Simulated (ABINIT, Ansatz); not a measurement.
**Rb2AlTlH6 (Fm-3m): G0W0 on several meshes in ABINIT**

Aim: the GW shift of Rb2AlTlH6 (Fm-3m) against the k mesh.

Program: ABINIT 10.8.3. Level of theory: LDA and many-body steps on it, plane waves. Results are calculated unless marked as measured.

Report form: the programs' logs are mostly left out.

**1. Starting point**

It takes space group Fm-3m (No. 225, cubic). The conventional cell has a = 8.687 Å, b = 8.687 Å, c = 8.687 Å, α = 90.00°, β = 90.00°, γ = 90.00°. Rb has 12 H at 3.10 Å nearest. Al has 6 H at 1.79 Å nearest. Nearest to Tl lie 6 H at 2.56 Å. H has 1 Al at 1.79 Å and 4 H at 2.53 Å and 1 Tl at 2.56 Å and 4 Rb at 3.10 Å nearest. Farther neighbours are not listed.

The cell and positions are those that the Materials Project relaxed with its own functionals (PBE, PBE+U or r2SCAN), kept fixed. Spin-orbit coupling is left out unless a step names it.

**2. Empty states on the mesh, 2×2×2 mesh, 314 bands**

This step: ABINIT 10.8.3; DFT, LDA, plane waves, norm-conserving pseudopotentials.

The sums over transitions need many empty states on a uniform mesh; this step solves for them.

File run.abi:

```
acell 3*1.0 Angstrom
rprim 
  0.000000000000 4.343365000000 4.343365000000
  4.343365000000 -0.000000000000 4.343365000000
  4.343365000000 4.343365000000 -0.000000000000
ntypat 4
znucl 37 13 81 1
natom 10
typat 1 1 2 3 4 4 4 4 4 4
xred 
  0.250000000000 0.250000000000 0.250000000000
  0.750000000000 0.750000000000 0.750000000000
  0.500000000000 0.500000000000 0.500000000000
  0.000000000000 0.000000000000 -0.000000000000
  0.294156000000 0.705844000000 0.705844000000
  0.294156000000 0.705844000000 0.294156000000
  0.705844000000 0.294156000000 0.705844000000
  0.705844000000 0.705844000000 0.294156000000
  0.294156000000 0.294156000000 0.705844000000
  0.705844000000 0.294156000000 0.294156000000
pp_dirpath "pseudos"
pseudos "Rb.upf, Al.upf, Tl.upf, H.upf"
ecut 31
ngkpt 2 2 2
nshiftk 1
shiftk 0 0 0
kptopt 1
chksymbreak 0
iscf -2
irdden 1
istwfk *1
nband 314
nbdbuf 28
tolwfr 1e-09
nstep 60
prtvol 0
indata_prefix "in"
outdata_prefix "out"
tmpdata_prefix "tmp"
```

Started as:

```bash
$ OMP_NUM_THREADS=1 mpirun -n 4 abinit run.abi > log
```

Run time: 3.8 min. Hardware: 4 MPI ranks of Arm Neoverse V1, shared host; peak memory 0.49 GiB; 15 min of CPU time.

This step gave:

```
gap                                                           : 0.4014 eV
k of the valence top                                          : 0.5, 0.5, 0
k of the conduction bottom                                    : 0.5, 0, 0
least direct gap                                              : 1.814 eV
k points computed                                             : 3
lowest point of the top converged band, above the valence top : 72.3706 eV
```

On this mesh the gap is 0.401 eV.

The density comes from a self-consistent run that is not shown.

**3. Screening, 2×2×2 mesh, 128 bands, screening to 114.3 eV**

The RPA dielectric matrix is built and inverted for each q.

This step: RPA screening on LDA, plane waves, norm-conserving pseudopotentials.

run.abi: that of step 2 with these lines changed.

```diff
@@ -28,10 +28,11 @@
 chksymbreak 0
-iscf -2
-irdden 1
 istwfk *1
-nband 314
-nbdbuf 28
-tolwfr 1e-09
-nstep 60
-prtvol 0
+occopt 1
+irdwfk 1
+optdriver 3
+nband 128
+ecuteps 4.2
+inclvkb 2
+awtr 1
+symchi 1
 indata_prefix "in"
```

It took 24 s on 4 MPI ranks; peak memory 1.5 GiB; 96 s of CPU time.

Numbers from this step:

```yaml
eps_infinity_with_local_fields_on_this_mesh_along_the_program_s_q_direction: 8.982
the_same_without_local_fields: 10.55
plasma_frequency: 18.35 eV
plane_waves_in_the_screening_matrix: 459
```

Local fields lower ε∞ by 15 %. On a Γ-centred mesh this coarse the value itself is usually too large, while a short band sum pulls it down.

**4. 2×2×2**

The self-energy is evaluated for the states that the input lists, and the levels follow from it, in one-shot runs by the linearised quasiparticle equation.

This step: G0W0 on LDA, plane waves, norm-conserving pseudopotentials.

run.abi: that of step 3 with these lines changed.

```diff
@@ -31,8 +31,19 @@
 irdwfk 1
-optdriver 3
+optdriver 4
 nband 128
+gwcalctyp 0
+ecutsigx 31
+symsigma 1
+nkptgw 3
+kptgw 
+  0.5000000000 0.5000000000 0.0000000000
+  0.5000000000 0.0000000000 0.0000000000
+  0.0000000000 0.0000000000 0.0000000000
+bdgw 
+  19 22
+  18 23
+  19 23
 ecuteps 4.2
-inclvkb 2
-awtr 1
-symchi 1
+irdscr 1
+ppmodel 1
 indata_prefix "in"
```

It took 24 s on 4 MPI ranks; peak memory 1.2 GiB.

Numbers from this step:

| Property | Result |
| --- | --- |
| G0W0 gap on the points computed | 1.421 eV |
| starting gap on the mesh | 0.4014 eV |
| k of the valence top | 0.5, 0.5, 0 |
| k of the conduction bottom | 0.5, 0, 0 |
| Z at the valence top | 0.776 |
| Z at the conduction bottom | 0.808 |
| least direct G0W0 gap on the computed points | 2.892 eV |

The gap on the mesh goes from 0.40 eV to 1.42 eV, a correction of +1.02 eV.

**5. Empty states on the mesh, 4×4×4 mesh, 140 bands**

This step: DFT, LDA, plane waves, norm-conserving pseudopotentials.

run.abi: that of step 4 with these lines changed.

```diff
@@ -23,3 +23,3 @@
 ecut 31
-ngkpt 2 2 2
+ngkpt 4 4 4
 nshiftk 1
@@ -28,22 +28,10 @@
 chksymbreak 0
+iscf -2
+irdden 1
 istwfk *1
-occopt 1
-irdwfk 1
-optdriver 4
-nband 128
-gwcalctyp 0
-ecutsigx 31
-symsigma 1
-nkptgw 3
-kptgw 
-  0.5000000000 0.5000000000 0.0000000000
-  0.5000000000 0.0000000000 0.0000000000
-  0.0000000000 0.0000000000 0.0000000000
-bdgw 
-  19 22
-  18 23
-  19 23
-ecuteps 4.2
-irdscr 1
-ppmodel 1
+nband 140
+nbdbuf 12
+tolwfr 1e-09
+nstep 60
+prtvol 0
 indata_prefix "in"
```

Wall time 2.1 min (4 MPI ranks); peak memory 0.54 GiB; 8.4 min of CPU time.

Numbers from this step:

```
gap                                                           : 0.4014 eV
k of the valence top                                          : 0.5, 0.5, 0
k of the conduction bottom                                    : 0.5, 0, 0
least direct gap                                              : 1.814 eV
k points computed                                             : 8
lowest point of the top converged band, above the valence top : 36.80 eV
```

On this mesh the gap is 0.401 eV.

**6. Screening, 4×4×4 mesh, 128 bands, screening to 114.3 eV**

This step: RPA screening on LDA, plane waves, norm-conserving pseudopotentials.

run.abi: that of step 5 with these lines changed.

```diff
@@ -28,10 +28,11 @@
 chksymbreak 0
-iscf -2
-irdden 1
 istwfk *1
-nband 140
-nbdbuf 12
-tolwfr 1e-09
-nstep 60
-prtvol 0
+occopt 1
+irdwfk 1
+optdriver 3
+nband 128
+ecuteps 4.2
+inclvkb 2
+awtr 1
+symchi 1
 indata_prefix "in"
```

Run time: 3 min. Hardware: 4 MPI ranks; peak memory 2.5 GiB.

This step gave:

* ε∞ with local fields, on this mesh, along the program's q direction: 6.400
* the same without local fields: 7.415
* plasma frequency: 18.35 eV
* plane waves in the screening matrix: 459

**7. 4×4×4**

This step: G0W0 on LDA, plane waves, norm-conserving pseudopotentials.

run.abi: that of step 6 with these lines changed.

```diff
@@ -31,8 +31,19 @@
 irdwfk 1
-optdriver 3
+optdriver 4
 nband 128
+gwcalctyp 0
+ecutsigx 31
+symsigma 1
+nkptgw 3
+kptgw 
+  0.5000000000 0.5000000000 0.0000000000
+  0.5000000000 0.0000000000 0.0000000000
+  0.0000000000 0.0000000000 0.0000000000
+bdgw 
+  19 22
+  18 23
+  19 23
 ecuteps 4.2
-inclvkb 2
-awtr 1
-symchi 1
+irdscr 1
+ppmodel 1
 indata_prefix "in"
```

It took 63 s on 4 MPI ranks; peak memory 2.2 GiB.

Numbers from this step:

- G0W0 gap on the points computed: 1.424 eV
- starting gap on the mesh: 0.4014 eV
- k of the valence top: 0.5, 0.5, 0
- k of the conduction bottom: 0.5, 0, 0
- Z at the valence top: 0.772
- Z at the conduction bottom: 0.806
- least direct G0W0 gap on the computed points: 2.912 eV

Against G0W0 in ABINIT (2×2×2 mesh, 128 bands, screening to 114.3 eV, Godby-Needs plasmon pole), the gap moves by +0.003 eV.

**8. Side by side**

Times are wall times on 4 MPI ranks of Arm Neoverse V1, shared host, good to a factor of about two. A run's time includes the screening step that it read.

```csv
run,mesh,bands,screening cutoff (eV),DFT gap (eV),gap on the mesh (eV),direct (eV),ε∞ used,time
2×2×2,2×2×2,128,114.3,0.401,1.421,2.892,8.98,48 s
4×4×4,4×4×4,128,114.3,0.401,1.424,2.912,6.40,4 min
```

**9. Results**

- 2×2×2: 1.421 eV
- 4×4×4: 1.424 eV
- known limits: not at the basis limit; exchange with frozen shells missing; no spin-orbit coupling; coarse k mesh

4×4×4: +0.003 eV against 2×2×2. Bands and cutoff are finite, so the gap is not at the basis limit. The miss can reach some tenths of an eV and take either sign; the mesh is an error of its own. The 2×2×2 mesh is coarse for this cell, which bears on the long-range parts of exchange and screening. Where an edge is built on 6p states of lead, bismuth or thallium, scalar-relativistic gaps usually stand too wide, by a few tenths to over one eV. The norm-conserving file of at least one element keeps a d shell over frozen s and p shells of the same row. Exchange with those shells is missing from the self-energy, an error of 0.3 to 0.9 eV in cases checked, whose sign depends on which edge lies on those atoms. The many-body steps are scalar-relativistic: spin-orbit coupling is not in them.

[Paths, hosts, dates, memory and timing lines, banners, echoed tables and standing remarks are left out of the program output.]

[Logs are printed without paths, hosts, clocks, repeated set-up lines and the standing remarks that a program may print on its own settings, such as how far it seeks lower states.]

[Runs of the session that timed out or met a known fault of the program may be left out.]

[Hosts, paths, dates, database ids (printed as entryN), source tags and the programs' standing remarks are cut or masked in the printed files.]

[G0W0 gaps are taken among the corrected bands and points alone; a level outside them can change the order at an edge.]

[Where Ansatz stands beside ABINIT at settings called matched, ABINIT's density can come from a denser mesh and the files from another edition; pairs whose starting gaps differed by over 0.03 eV were left out, so agreement reads better than it is.]
